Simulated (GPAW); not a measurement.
# Ballistic transport through a Ga chain with a Si atom bridging one bond, from relaxation to T(E)

Aim: the conductance of a Ga chain with a Si atom bridging one bond after relaxation, and whether geometry, basis or functional moves it most.

Main program and level: GPAW 26.7.0; GPAW LCAO, PAW setups; relaxation of the junction within the symmetry of its start, lead ends held, in the first sound run; inputs show where later runs differ.

## (1) The structure

The cell holds 13 atoms: 12 Ga and 1 Si. Its edges and angles: a = 9.000 Å, b = 9.000 Å, c = 30.800 Å, α = 90.0°, β = 90.0°, γ = 90.0°. Regions: left lead, 6 atoms (6 Ga); channel, 1 atom (1 Si); right lead, 6 atoms (6 Ga). Vacuum lies along a and b. The structure is stacked along c, and the current runs across the ab planes.

## (2) Relaxation

Transmission follows bond lengths closely, so the atoms between the held lead ends are relaxed first, within whatever symmetry the start has.

run.py reads:

```python
import json
from ase import Atoms
from ase.constraints import FixAtoms
from ase.optimize import BFGS
from gpaw import GPAW, FermiDirac

device = Atoms(
    ['Ga', 'Ga', 'Ga', 'Ga', 'Ga', 'Ga', 'Si', 'Ga', 'Ga', 'Ga', 'Ga', 'Ga', 'Ga'],
    positions=[
        [4.50000, 4.50000, 1.27500],
        [4.50000, 4.50000, 3.82500],
        [4.50000, 4.50000, 6.37500],
        [4.50000, 4.50000, 8.92500],
        [4.50000, 4.50000, 11.47500],
        [4.50000, 4.50000, 14.02500],
        [6.42655, 4.50000, 15.40000],
        [4.50000, 4.50000, 16.77500],
        [4.50000, 4.50000, 19.32500],
        [4.50000, 4.50000, 21.87500],
        [4.50000, 4.50000, 24.42500],
        [4.50000, 4.50000, 26.97500],
        [4.50000, 4.50000, 29.52500]],
    cell=[[9.0, 0.0, 0.0], [0.0, 9.0, 0.0], [0.0, 0.0, 30.8]],
    pbc=True)

device.set_constraint(FixAtoms([0, 1, 2, 3, 4, 8, 9, 10, 11, 12]))
device.calc = GPAW(mode='lcao', basis='dzp', xc='PBE', h=0.18,
                   kpts={'size': (1, 1, 3), 'gamma': True},
                   symmetry={'tolerance': 1e-3, 'extra_ids': [1, 1, 1, 1, 1, 0, 0, 0, 1, 1, 1, 1, 1]},
                   occupations=FermiDirac(0.1), maxiter=250,
                   mixer=dict(beta=0.1, nmaxold=8, weight=100.0),
                   convergence=dict(density=0.0001), txt='relax.txt')
path = []
opt = BFGS(device, maxstep=0.15)
opt.attach(lambda: path.append((device.get_potential_energy(), device.positions.tolist(), device.get_forces().tolist())))
relaxed = bool(opt.run(fmax=0.05, steps=50))
json.dump(dict(relaxed=relaxed, path=path, positions=device.positions.tolist(), moments=device.get_magnetic_moments().tolist(),
               forces=device.get_forces(apply_constraint=False).tolist()), open('result.json', 'w'))
```

Run with:

```
$ OMP_NUM_THREADS=1 OPENBLAS_NUM_THREADS=1 python run.py
```

Log:

```text
Step          Energy          fmax
BFGS:    0      -22.187450        0.351856
BFGS:    1      -22.190734        0.301727
BFGS:    2      -22.201235        0.236266
BFGS:    3      -22.202797        0.233837
BFGS:    4      -22.207581        0.120770
BFGS:    5      -22.208542        0.044315
```

Elapsed: 3.9 min, on 1 thread of Arm Neoverse V1, shared host; peak memory 1.4 GiB.

The steps of the relaxation:

| step | energy less that of the first step (eV) | largest force (eV/Å) |
| --- | --- | --- |
| 1 | 0.0000 | 0.3519 |
| 2 | -0.0036 | 0.3017 |
| 3 | -0.0158 | 0.2363 |
| 4 | -0.0178 | 0.2338 |
| 5 | -0.0243 | 0.1208 |
| 6 | -0.0257 | 0.0443 |

The atoms that moved most (Å):

| atom | dx | dy | dz | length |
| --- | --- | --- | --- | --- |
| Ga6 | 0.026 | 0.000 | -0.064 | 0.069 |
| Ga8 | 0.026 | 0.000 | 0.064 | 0.069 |
| Si7 | -0.034 | 0.000 | 0.000 | 0.034 |

Final coordinates:

```cif
data_structure
_symmetry_space_group_name_H-M 'P 1'
_symmetry_Int_Tables_number 1
_cell_length_a 9.0000
_cell_length_b 9.0000
_cell_length_c 30.8000
_cell_angle_alpha 90.000
_cell_angle_beta 90.000
_cell_angle_gamma 90.000
_cell_volume 2494.80
loop_
_atom_site_label
_atom_site_type_symbol
_atom_site_fract_x
_atom_site_fract_y
_atom_site_fract_z
_atom_site_occupancy
Ga1 Ga 0.50000 0.50000 0.04140 1
Ga2 Ga 0.50000 0.50000 0.12419 1
Ga3 Ga 0.50000 0.50000 0.20698 1
Ga4 Ga 0.50000 0.50000 0.28977 1
Ga5 Ga 0.50000 0.50000 0.37256 1
Ga6 Ga 0.50285 0.50000 0.45328 1
Si7 Si 0.71031 0.50000 0.50000 1
Ga8 Ga 0.50285 0.50000 0.54672 1
Ga9 Ga 0.50000 0.50000 0.62744 1
Ga10 Ga 0.50000 0.50000 0.71023 1
Ga11 Ga 0.50000 0.50000 0.79302 1
Ga12 Ga 0.50000 0.50000 0.87581 1
Ga13 Ga 0.50000 0.50000 0.95860 1
```

The relaxation lowered the energy of the cell by 0.0257 eV (energies extrapolated to zero smearing; the optimiser's log prints free energies). The largest force left on a free atom is 0.044 eV/Å.

## (3) GPAW, dzp

The script solves lead and junction separately, takes H and S in the orbital basis, and joins semi-infinite leads through their self-energies; the dzp basis is the working standard.

This step: GPAW LCAO, PAW setups; Landauer transmission from Green's functions with principal layers (ASE), zero bias (GPAW 26.7.0).

run.py reads:

```python
import json
import numpy as np
from ase import Atoms
from ase.transport.calculators import TransportCalculator
from gpaw import GPAW, FermiDirac
from gpaw.lcao.tools import get_lcao_hamiltonian
from scipy.linalg import eigh

# The junction with lead layers at both ends, along the third cell vector
device = Atoms(
    ['Ga', 'Ga', 'Ga', 'Ga', 'Ga', 'Ga', 'Si', 'Ga', 'Ga', 'Ga', 'Ga', 'Ga', 'Ga'],
    positions=[
        [4.50000, 4.50000, 1.27500],
        [4.50000, 4.50000, 3.82500],
        [4.50000, 4.50000, 6.37500],
        [4.50000, 4.50000, 8.92500],
        [4.50000, 4.50000, 11.47500],
        [4.52568, 4.50000, 13.96108],
        [6.39276, 4.50000, 15.40000],
        [4.52568, 4.50000, 16.83892],
        [4.50000, 4.50000, 19.32500],
        [4.50000, 4.50000, 21.87500],
        [4.50000, 4.50000, 24.42500],
        [4.50000, 4.50000, 26.97500],
        [4.50000, 4.50000, 29.52500]],
    cell=[[9.0, 0.0, 0.0], [0.0, 9.0, 0.0], [0.0, 0.0, 30.8]],
    pbc=True)

# One principal layer of the lead: the first 3 atoms of the device
lead = Atoms(
    ['Ga', 'Ga', 'Ga'],
    positions=[
        [4.50000, 4.50000, 1.27500],
        [4.50000, 4.50000, 3.82500],
        [4.50000, 4.50000, 6.37500]],
    cell=[[9.0, 0.0, 0.0], [0.0, 9.0, 0.0], [0.0, 0.0, 7.65]],
    pbc=True)

settings = dict(mode='lcao', basis='dzp', xc='PBE', h=0.2,
                occupations=FermiDirac(0.1), maxiter=250,
                mixer=dict(beta=0.1, nmaxold=8, weight=100.0),
                convergence=dict(density=0.0001))
energies = np.arange(-2, 2 + 1e-9, 0.025)
eta = 0.0001
n1, n2 = 1, 1
# k and -k transmit alike, so half of the mesh across the current serves
mesh = [(i, j) for i in range(n1) for j in range(n2) if (i, j) <= (-i % n1, -j % n2)]
weights = np.array([1 if (i, j) == (-i % n1, -j % n2) else 2 for i, j in mesh]) / (n1 * n2)

# [... helper functions left out ...]
fermi_lead = ground_state(lead, (1, 1, 15), 'lead.txt')
fermi_device = ground_state(device, (1, 1, 3), 'device.txt')
# [... loop over the mesh left out, but for ...]
        # Shift the lead onto the potential of the device's first layer
        shift = ((H[:, 0, 0] - H0[:, 0, 0]) / S0[0, 0]).real.mean()
# [...]
kT = 8.617333e-5 * 300
bias = [0.1, 0.2, 0.5, 1.0, 1.5, 2.0]
# [... integrals and printing left out ...]
```

Log:

```text
basis functions: device 169, principal layer 39
Fermi level: lead -2.8498 eV, device -2.8504 eV; lead shifted by -0.0124 eV
largest coupling past the next layer 6.03e-05 eV, largest misfit of the first layer 0.034 eV
  E-E_F (eV)   T (one spin)  [channel counts left out]
    -2.000    6.5561e-01
    -1.975    6.5322e-01
    -1.950    6.5037e-01
    -1.925    6.4703e-01
    -1.900    6.4315e-01
    -1.875    6.3869e-01
    -1.850    6.3358e-01
    -1.825    6.2773e-01
    -1.800    6.2102e-01
    -1.775    6.1330e-01
    -1.750    6.0436e-01
    -1.725    5.9389e-01
    -1.700    5.8147e-01
    -1.675    5.6642e-01
    -1.650    5.4769e-01
    -1.625    5.2348e-01
[...]
1.825    1.3909e+00
     1.850    1.3838e+00
     1.875    1.3764e+00
     1.900    1.3687e+00
     1.925    1.3607e+00
     1.950    1.3525e+00
     1.975    1.3440e+00
     2.000    1.3352e+00
conductance at 300 K: 1.1971 G0 a cell; thermopower -1.103 uV/K
current from the zero-bias T(E) at 0.1 V: 9.2393 uA
current from the zero-bias T(E) at 0.2 V: 18.25 uA
current from the zero-bias T(E) at 0.5 V: 41.149 uA
current from the zero-bias T(E) at 1.0 V: 65.877 uA
current from the zero-bias T(E) at 1.5 V: 93.223 uA
current from the zero-bias T(E) at 2.0 V: 127.09 uA
```

Elapsed: 47 s, on 1 thread; peak memory 1 GiB.

This step gave:

- conductance: 1.197 G₀
- largest coupling past the next principal layer: 6.03e-5 eV
- largest misfit of the first principal layer: 0.03415 eV
- shift that aligns the lead: -0.01242 eV
- basis functions of the junction: 169
- basis functions of a principal layer: 39
- transmission at the Fermi level (one spin): 1.209

One spin. Transmission, zone mean against energy, zero at the Fermi level:

| energy (eV) | transmission, zone mean |
| --- | --- |
| -2.000 | 0.656 |
| -1.800 | 0.621 |
| -1.600 | 0.491 |
| -1.425 | 0.931 |
| -1.400 | 0.837 |
| -1.200 | 0.607 |
| -1.000 | 0.475 |
| -0.800 | 0.312 |
| -0.600 | 0.110 |
| -0.400 | 0.00604 |
| -0.200 | 0.740 |
| 0.000 | 1.21 |
| 0.200 | 1.15 |
| 0.400 | 1.17 |
| 0.600 | 1.26 |
| 0.800 | 1.35 |
| 1.000 | 1.41 |
| 1.200 | 1.45 |
| 1.350 | 1.46 |
| 1.400 | 1.46 |
| 1.600 | 1.44 |
| 1.800 | 1.40 |
| 2.000 | 1.34 |

Not self-consistent under bias; the bias window is split evenly. The current through one cell, from the zero-bias transmission by bias:

| bias (V) | current through one cell, from the zero-bias transmission (μA) |
| --- | --- |
| 0.100 | 9.24 |
| 0.200 | 18.2 |
| 0.500 | 41.1 |
| 1.000 | 65.9 |
| 1.500 | 93.2 |
| 2.000 | 127 |

Transmission of the three most open eigenchannels against energy, zero at the Fermi level:

| energy (eV) | channel 1 | channel 2 | channel 3 |
| --- | --- | --- | --- |
| -2.000 | 0.656 | 1.3e-11 | 0 |
| -1.900 | 0.643 | 1.3e-11 | 0 |
| -1.800 | 0.621 | 1.3e-11 | 0 |
| -1.700 | 0.581 | 1.2e-11 | 0 |
| -1.600 | 0.491 | 1.2e-11 | 0 |
| -1.500 | 3.7e-6 | 1.2e-11 | 0 |
| -1.400 | 0.837 | 1.2e-11 | 0 |
| -1.300 | 0.682 | 1.1e-11 | 0 |
| -1.200 | 0.607 | 1.1e-11 | 0 |
| -1.100 | 0.542 | 1.1e-11 | 0 |
| -1.000 | 0.475 | 1.1e-11 | 0 |
| -0.900 | 0.400 | 1.0e-11 | 0 |
| -0.800 | 0.312 | 1.0e-11 | 0 |
| -0.700 | 0.214 | 9.9e-12 | 0 |
| -0.600 | 0.110 | 9.7e-12 | 0 |
| -0.500 | 0.0241 | 9.7e-12 | 0 |
| -0.400 | 0.00604 | 2.0e-10 | 8.8e-12 |
| -0.300 | 0.146 | 5.6e-9 | 1.2e-9 |
| -0.200 | 0.389 | 0.207 | 0.144 |
| -0.100 | 0.470 | 0.389 | 0.277 |
| 0.000 | 0.563 | 0.475 | 0.171 |
| 0.100 | 0.600 | 0.482 | 0.0942 |
| 0.200 | 0.633 | 0.473 | 0.0397 |
| 0.300 | 0.670 | 0.467 | 0.00920 |
| 0.400 | 0.707 | 0.464 | 2.6e-5 |
| 0.500 | 0.744 | 0.466 | 0.00486 |
| 0.600 | 0.777 | 0.468 | 0.0167 |
| 0.700 | 0.807 | 0.470 | 0.0309 |
| 0.800 | 0.832 | 0.472 | 0.0449 |
| 0.900 | 0.854 | 0.474 | 0.0576 |
| 1.000 | 0.871 | 0.475 | 0.0686 |
| 1.100 | 0.884 | 0.475 | 0.0781 |
| 1.200 | 0.893 | 0.472 | 0.0865 |
| 1.300 | 0.901 | 0.465 | 0.0937 |
| 1.400 | 0.906 | 0.454 | 0.1000 |
| 1.500 | 0.910 | 0.439 | 0.105 |
| 1.600 | 0.913 | 0.419 | 0.109 |
| 1.700 | 0.915 | 0.394 | 0.112 |
| 1.800 | 0.917 | 0.366 | 0.114 |
| 1.900 | 0.920 | 0.335 | 0.114 |
| 2.000 | 0.921 | 0.300 | 0.114 |

Couplings past the next layer reach 6.0e-5 eV, small enough to drop; the matrix elements of the cell's first layer differ from the bulk lead's by up to 0.034 eV. That layer keeps its own values in the calculation, and only beyond it is the lead taken as perfect. The Fermi levels of lead and junction count from different zeros of potential, one for each periodic cell; with both set to zero, the small remaining shift is what aligns them. By hand: G = 1.197 × 77.48 μS = 92.8 μS, a resistance of 10.8 kΩ; at 0.1 V a linear junction would pass 9.28 μA, and the integral over the bias window gives 9.24 μA.

## (4) GPAW, szp: basis = "szp(dzp)"

The second zeta is dropped, the polarisation orbitals stay.

Edit run.py of step 3 so:

```diff
@@ -38,3 +38,3 @@
 
-settings = dict(mode='lcao', basis='dzp', xc='PBE', h=0.2,
+settings = dict(mode='lcao', basis='szp(dzp)', xc='PBE', h=0.2,
                 occupations=FermiDirac(0.1), maxiter=250,
```

Log:

```text
basis functions: device 117, principal layer 27
Fermi level: lead -3.1746 eV, device -3.1941 eV; lead shifted by -0.0172 eV
largest coupling past the next layer 5.81e-05 eV, largest misfit of the first layer 0.034 eV
  E-E_F (eV)   T (one spin)  [channel counts left out]
    -2.000    4.8094e-01
    -1.975    4.6680e-01
    -1.950    4.5073e-01
    -1.925    4.3239e-01
    -1.900    4.1134e-01
    -1.875    3.8696e-01
    -1.850    3.5846e-01
    -1.825    3.2472e-01
    -1.800    2.8413e-01
    -1.775    2.3435e-01
    -1.750    1.7177e-01
    -1.725    9.0564e-02
    -1.700    2.2339e-06
    -1.675    2.0905e-07
    -1.650    1.1281e-07
    -1.625    8.9772e-08
[...]
1.825    1.3951e+00
     1.850    1.3893e+00
     1.875    1.3832e+00
     1.900    1.3769e+00
     1.925    1.3704e+00
     1.950    1.3636e+00
     1.975    1.3567e+00
     2.000    1.3495e+00
conductance at 300 K: 1.2411 G0 a cell; thermopower -1.152 uV/K
current from the zero-bias T(E) at 0.1 V: 9.5692 uA
current from the zero-bias T(E) at 0.2 V: 18.843 uA
current from the zero-bias T(E) at 0.5 V: 41.879 uA
current from the zero-bias T(E) at 1.0 V: 66.572 uA
current from the zero-bias T(E) at 1.5 V: 92.68 uA
current from the zero-bias T(E) at 2.0 V: 126.09 uA
```

The job ended after 41 s (1 thread; peak memory 1 GiB).

Numbers from this step:

| Item | Value |
| --- | --- |
| conductance | 1.241 G₀ |
| largest coupling past the next principal layer | 5.81e-5 eV |
| largest misfit of the first principal layer | 0.03421 eV |
| shift that aligns the lead | -0.01718 eV |
| basis functions of the junction | 117 |
| basis functions of a principal layer | 27 |
| transmission at the Fermi level (one spin) | 1.257 |

One spin. The transmission, zone mean by energy, zero at the Fermi level:

| energy (eV) | transmission, zone mean |
| --- | --- |
| -2.000 | 0.481 |
| -1.800 | 0.284 |
| -1.600 | 8.9e-8 |
| -1.400 | 0.998 |
| -1.200 | 0.723 |
| -1.000 | 0.517 |
| -0.800 | 0.299 |
| -0.600 | 0.0744 |
| -0.400 | 0.0245 |
| -0.200 | 0.701 |
| 0.000 | 1.26 |
| 0.200 | 1.16 |
| 0.400 | 1.16 |
| 0.600 | 1.23 |
| 0.800 | 1.31 |
| 1.000 | 1.39 |
| 1.200 | 1.44 |
| 1.400 | 1.45 |
| 1.600 | 1.44 |
| 1.800 | 1.40 |
| 2.000 | 1.35 |

Not self-consistent under bias; the bias window is split evenly. Current through one cell, from the zero-bias transmission against bias:

| bias (V) | current through one cell, from the zero-bias transmission (μA) |
| --- | --- |
| 0.100 | 9.57 |
| 0.200 | 18.8 |
| 0.500 | 41.9 |
| 1.000 | 66.6 |
| 1.500 | 92.7 |
| 2.000 | 126 |

Transmission of the three most open eigenchannels against energy, zero at the Fermi level:

| energy (eV) | channel 1 | channel 2 | channel 3 |
| --- | --- | --- | --- |
| -2.000 | 0.481 | 0 | 0 |
| -1.800 | 0.284 | 0 | 0 |
| -1.600 | 8.9e-8 | 0 | 0 |
| -1.400 | 0.998 | 0 | 0 |
| -1.200 | 0.723 | 0 | 0 |
| -1.000 | 0.517 | 0 | 0 |
| -0.800 | 0.299 | 0 | 0 |
| -0.600 | 0.0744 | 0 | 0 |
| -0.400 | 0.0245 | 2.3e-11 | 1.2e-12 |
| -0.200 | 0.480 | 0.129 | 0.0923 |
| 0.000 | 0.519 | 0.459 | 0.279 |
| 0.200 | 0.594 | 0.461 | 0.107 |
| 0.400 | 0.677 | 0.464 | 0.0142 |
| 0.600 | 0.753 | 0.470 | 0.00162 |
| 0.800 | 0.817 | 0.477 | 0.0204 |
| 1.000 | 0.863 | 0.485 | 0.0419 |
| 1.200 | 0.890 | 0.487 | 0.0594 |
| 1.400 | 0.905 | 0.473 | 0.0728 |
| 1.600 | 0.915 | 0.440 | 0.0817 |
| 1.800 | 0.922 | 0.393 | 0.0857 |
| 2.000 | 0.929 | 0.336 | 0.0850 |

The conductance, 1.24 G₀, lies 3.7 % above that of the dzp run.

## (5) GPAW, sz: basis = "sz(dzp)"

One function for each valence shell of the setup, as for a first survey of a large system.

Edit run.py of step 4 so:

```diff
@@ -38,3 +38,3 @@
 
-settings = dict(mode='lcao', basis='szp(dzp)', xc='PBE', h=0.2,
+settings = dict(mode='lcao', basis='sz(dzp)', xc='PBE', h=0.2,
                 occupations=FermiDirac(0.1), maxiter=250,
```

Log:

```text
basis functions: device 52, principal layer 12
Fermi level: lead -3.2329 eV, device -3.2713 eV; lead shifted by -0.0215 eV
largest coupling past the next layer 5.75e-05 eV, largest misfit of the first layer 0.038 eV
  E-E_F (eV)   T (one spin)  channels
    -2.000    4.0666e-01    1.0000
    -1.975    3.8978e-01    1.0000
    -1.950    3.7036e-01    1.0000
[...]
1.975    1.3265e+00    3.0000
     2.000    1.3195e+00    3.0000
conductance at 300 K: 1.2423 G0 a cell; thermopower -0.6625 uV/K
current from the zero-bias T(E) at 0.1 V: 9.5736 uA
current from the zero-bias T(E) at 0.2 V: 18.826 uA
current from the zero-bias T(E) at 0.5 V: 41.617 uA
current from the zero-bias T(E) at 1.0 V: 65.669 uA
current from the zero-bias T(E) at 1.5 V: 89.94 uA
current from the zero-bias T(E) at 2.0 V: 120.76 uA
```

It took 25 s on 1 thread; peak memory 0.93 GiB.

Numbers from this step:

```
conductance                                             : 1.242 G₀
largest coupling past the next principal layer          : 5.75e-5 eV
largest misfit of the first principal layer             : 0.03778 eV
shift that aligns the lead                              : -0.02154 eV
basis functions of the junction                         : 52
basis functions of a principal layer                    : 12
transmission at the Fermi level (one spin)              : 1.259
open channels of the lead at the Fermi level (one spin) : 3
```

The conductance, 1.24 G₀, lies 3.8 % above that of the dzp run.

## (6) revPBE in the dzp basis: xc = "revPBE"

Back in the dzp basis, the functional changes from PBE to revPBE, to set the spread between functionals beside that between bases.

Edit run.py of step 5 so:

```diff
@@ -38,3 +38,3 @@
 
-settings = dict(mode='lcao', basis='sz(dzp)', xc='PBE', h=0.2,
+settings = dict(mode='lcao', basis='dzp', xc='revPBE', h=0.2,
                 occupations=FermiDirac(0.1), maxiter=250,
```

Log:

```text
basis functions: device 169, principal layer 39
Fermi level: lead -2.7655 eV, device -2.7670 eV; lead shifted by -0.0111 eV
largest coupling past the next layer 6.04e-05 eV, largest misfit of the first layer 0.034 eV
  E-E_F (eV)   T (one spin)  [channel counts left out]
    -2.000    6.7769e-01
    -1.975    6.7683e-01
    -1.950    6.7566e-01
[...]
1.975    1.3396e+00
     2.000    1.3309e+00
conductance at 300 K: 1.1664 G0 a cell; thermopower -1.173 uV/K
current from the zero-bias T(E) at 0.1 V: 9.0033 uA
current from the zero-bias T(E) at 0.2 V: 17.792 uA
current from the zero-bias T(E) at 0.5 V: 40.248 uA
current from the zero-bias T(E) at 1.0 V: 64.644 uA
current from the zero-bias T(E) at 1.5 V: 91.516 uA
current from the zero-bias T(E) at 2.0 V: 124.68 uA
```

It took 44 s on 1 thread; peak memory 1 GiB.

This step gave:

```yaml
conductance: 1.166 G₀
largest_coupling_past_the_next_principal_layer: 6.04e-5 eV
largest_misfit_of_the_first_principal_layer: 0.03410 eV
shift_that_aligns_the_lead: -0.01106 eV
basis_functions_of_the_junction: 169
basis_functions_of_a_principal_layer: 39
transmission_at_the_fermi_level_one_spin: 1.178
```

The conductance, 1.17 G₀, lies 2.6 % below that of the dzp run.

## (7) Without the relaxation: geometry = "as built"

The dzp basis with PBE on the structure as first built shows what the relaxation was worth.

Edit run.py of step 6 so:

```diff
@@ -17,5 +17,5 @@
         [4.50000, 4.50000, 11.47500],
-        [4.52568, 4.50000, 13.96108],
-        [6.39276, 4.50000, 15.40000],
-        [4.52568, 4.50000, 16.83892],
+        [4.50000, 4.50000, 14.02500],
+        [6.42655, 4.50000, 15.40000],
+        [4.50000, 4.50000, 16.77500],
         [4.50000, 4.50000, 19.32500],
@@ -38,3 +38,3 @@
 
-settings = dict(mode='lcao', basis='dzp', xc='revPBE', h=0.2,
+settings = dict(mode='lcao', basis='dzp', xc='PBE', h=0.2,
                 occupations=FermiDirac(0.1), maxiter=250,
```

Log:

```text
basis functions: device 169, principal layer 39
Fermi level: lead -2.8498 eV, device -2.8524 eV; lead shifted by -0.0113 eV
largest coupling past the next layer 6.03e-05 eV, largest misfit of the first layer 0.039 eV
  E-E_F (eV)   T (one spin)  [channel counts left out]
    -2.000    7.4032e-01
    -1.975    7.3830e-01
    -1.950    7.3596e-01
[...]
1.975    1.3464e+00
     2.000    1.3364e+00
conductance at 300 K: 0.95573 G0 a cell; thermopower -3.956 uV/K
current from the zero-bias T(E) at 0.1 V: 7.3794 uA
current from the zero-bias T(E) at 0.2 V: 14.597 uA
current from the zero-bias T(E) at 0.5 V: 33.358 uA
current from the zero-bias T(E) at 1.0 V: 57.489 uA
current from the zero-bias T(E) at 1.5 V: 89.193 uA
current from the zero-bias T(E) at 2.0 V: 127.25 uA
```

Elapsed: 47 s, on 1 thread; peak memory 1 GiB.

This step gave:

- conductance: 0.9557 G₀
- thermopower: -3.956 μV/K
- largest coupling past the next principal layer: 6.03e-5 eV
- largest misfit of the first principal layer: 0.03929 eV
- shift that aligns the lead: -0.01130 eV
- transmission at the Fermi level (one spin): 0.9642

The conductance, 0.956 G₀, lies 20 % below that of the dzp run.

## (8) Cost and result by level

Times are for 1 thread of Arm Neoverse V1, shared host. The runs compared:

| no. | run | conductance (G₀) | time | memory (GiB) |
| --- | --- | --- | --- | --- |
| 1 | dzp | 1.197 | 47 s | 1.0 |
| 2 | szp | 1.241 | 41 s | 1.0 |
| 3 | sz | 1.242 | 25 s | 0.93 |
| 4 | dzp revPBE | 1.166 | 44 s | 1.0 |
| 5 | asbuilt | 0.9557 | 47 s | 1.0 |

(Continued in part 2 of 2.)

[Logs are printed without paths, hosts, clocks, repeated set-up lines and the standing remarks that a program may print on its own settings, such as how far it seeks lower states.]

[Hosts, paths, dates, database ids (printed as entryN), source tags and the programs' standing remarks are cut or masked in the printed files.]
